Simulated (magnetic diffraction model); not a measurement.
# Which magnetic order? SrTmTl

Space group P-3m1 (no. 164), a = 5.2740 Å, c = 8.0940 Å.

```
site  atom    x    y       z
  2d    Tl  2/3  1/3  0.7481
  1a    Tm    0    0       0
  1b    Tm    0    0     1/2
  2d    Sr  2/3  1/3  0.2622
```

This is a made-up structure (elements placed in a structure type, unrelaxed), so the numbers test the method and describe no known phase.

Only Tm is taken to order (form factors of Tm3+); orders and moment sizes are assumed, and not adapted to the symmetry. Radiation: neutrons of λ = 2.567 Å, 8° to 85°; isotropic B of 0.3 Å² (Tl), 0.46 Å² (Tm) and 0.47 Å² (Sr). The intensities are simulated: I ∝ L Σ (|F_N|² + |F_M⊥|²) for unpolarised neutrons, with F_M = 2.695 fm/μB × Σ f(s) S exp(2πi Q·r) exp(−B s²) at Q = H ± k (one set where k and −k are equivalent), only the part normal to Q counting and L = 1/(sin²θ cos θ). For collinear order S is the moment m, which repeats by lattice and centring translations R with the sign exp(−2πi k·R). Form factors are spin-only for 3d ions and dipole or tabulated for f ions, scattering lengths are Sears's of 1992, and absorption is left out. A label names one of the reflections at its angle. The strongest nuclear line in the range is 100, and lines under 0.2 are left out.

Above the ordering temperature:

| 2θ (°) | index | I |
| --- | --- | --- |
| 18.25 | (0 0 1) | 0.2 |
| 32.64 | (1 0 0) | 0.3 |
| 36.98 | (0 0 2) | 9.6 |
| 37.65 | (1 0 1) | 1.9 |
| 50.14 | (1 0 2) | 100.0 |
| 56.81 | (0 0 3) | 0.2 |
| 58.25 | (1 1 0) | 91.4 |
| 67.08 | (1 0 3) | 1.1 |
| 71.03 | (1 1 2) | 19.6 |
| 71.46 | (2 0 1) | 0.7 |
| 78.74 | (0 0 4) | 19.3 |
| 80.38 | (2 0 2) | 49.6 |

Below it (cell unchanged):

| 2θ (°) | I |
| --- | --- |
| 18.25 | 0.2 |
| 18.57 | 95.9 |
| 29.66 | 14.8 |
| 32.07 | 36.5 |
| 32.64 | 0.3 |
| 36.98 | 9.6 |
| 37.65 | 1.9 |
| 39.79 | 15.5 |
| 44.68 | 22.0 |
| 49.74 | 15.4 |
| 50.14 | 100.0 |
| 50.80 | 11.5 |
| 52.38 | 19.1 |
| 55.44 | 10.1 |
| 56.81 | 0.2 |
| 57.89 | 9.4 |
| 58.25 | 91.4 |
| 61.70 | 6.2 |
| 65.84 | 14.1 |
| 67.08 | 1.1 |
| 68.06 | 7.0 |
| 69.85 | 7.9 |
| 70.71 | 6.8 |
| 71.03 | 19.6 |
| 71.46 | 0.7 |
| 74.61 | 6.2 |
| 76.28 | 9.1 |
| 78.74 | 19.3 |
| 80.07 | 6.9 |
| 80.38 | 49.6 |
| 80.89 | 5.7 |
| 82.15 | 8.4 |
| 83.83 | 9.7 |

**Question.** Check that the new lines index with k = (1/2 0 1/2), then choose among these models:
A. collinear moments along [120], 5.9 μB on Tm; signs + at (0, 0, 0), + at (0, 0, 1/2)
B. collinear moments along [120], 5.9 μB on Tm; signs + at (0, 0, 0), − at (0, 0, 1/2)
C. collinear moments along [101], 5.9 μB on Tm; signs + at (0, 0, 0), − at (0, 0, 1/2)
D. collinear moments along [101], 5.9 μB on Tm; signs + at (0, 0, 0), + at (0, 0, 1/2)

The new lines index as (1/2 0 1/2) at 18.57°, (1/2 -1 1/2) at 29.66°, (1/2 0 3/2) at 32.07° and (1/2 -1 3/2) at 39.79°, that is as H ± k with k = (1/2 0 1/2), one of 3 inequivalent arms of its star (k and −k counted as one), which a powder can't tell apart. Half indices mean that the moments reverse under translations with k·R a half-integer, and the magnetic cell has twice the primitive volume.

Magnetic intensity, observed (below minus above) and for each model:

| 2θ (°) | index | observed | A | B | C | D |
| --- | --- | --- | --- | --- | --- | --- |
| 18.57 | (1/2 0 1/2) | 95.9 | 95.9 | 95.9 | 78.2 | 78.2 |
| 29.66 | (1/2 -1 1/2) | 14.8 | 14.8 | 14.8 | 39.6 | 39.6 |
| 32.07 | (1/2 0 3/2) | 36.5 | 36.5 | 36.5 | 16.5 | 16.5 |
| 44.68 | (1/2 1 1/2) | 22.0 | 22.0 | 22.0 | 32.3 | 32.3 |
| 49.74 | (1/2 0 5/2) | 15.4 | 15.4 | 15.4 | 5.6 | 5.6 |
| 61.70 | (3/2 -2 1/2) | 6.2 | 6.2 | 6.2 | 18.4 | 18.4 |
| 68.06 | (3/2 -2 3/2) | 7.0 | 7.0 | 7.0 | 13.5 | 13.5 |
| 69.85 | (1/2 0 7/2) | 7.9 | 7.9 | 7.9 | 2.6 | 2.6 |

Models A and B match alike on every line, so these data can't choose among them (such ties are often domains of one structure).

The structure used: k = (1/2 0 1/2), collinear moments along [120], 5.9 μB on Tm; signs + at (0, 0, 0), − at (0, 0, 1/2).

[Logs are printed without paths, hosts, clocks, repeated set-up lines and the standing remarks that a program may print on its own settings, such as how far it seeks lower states.]
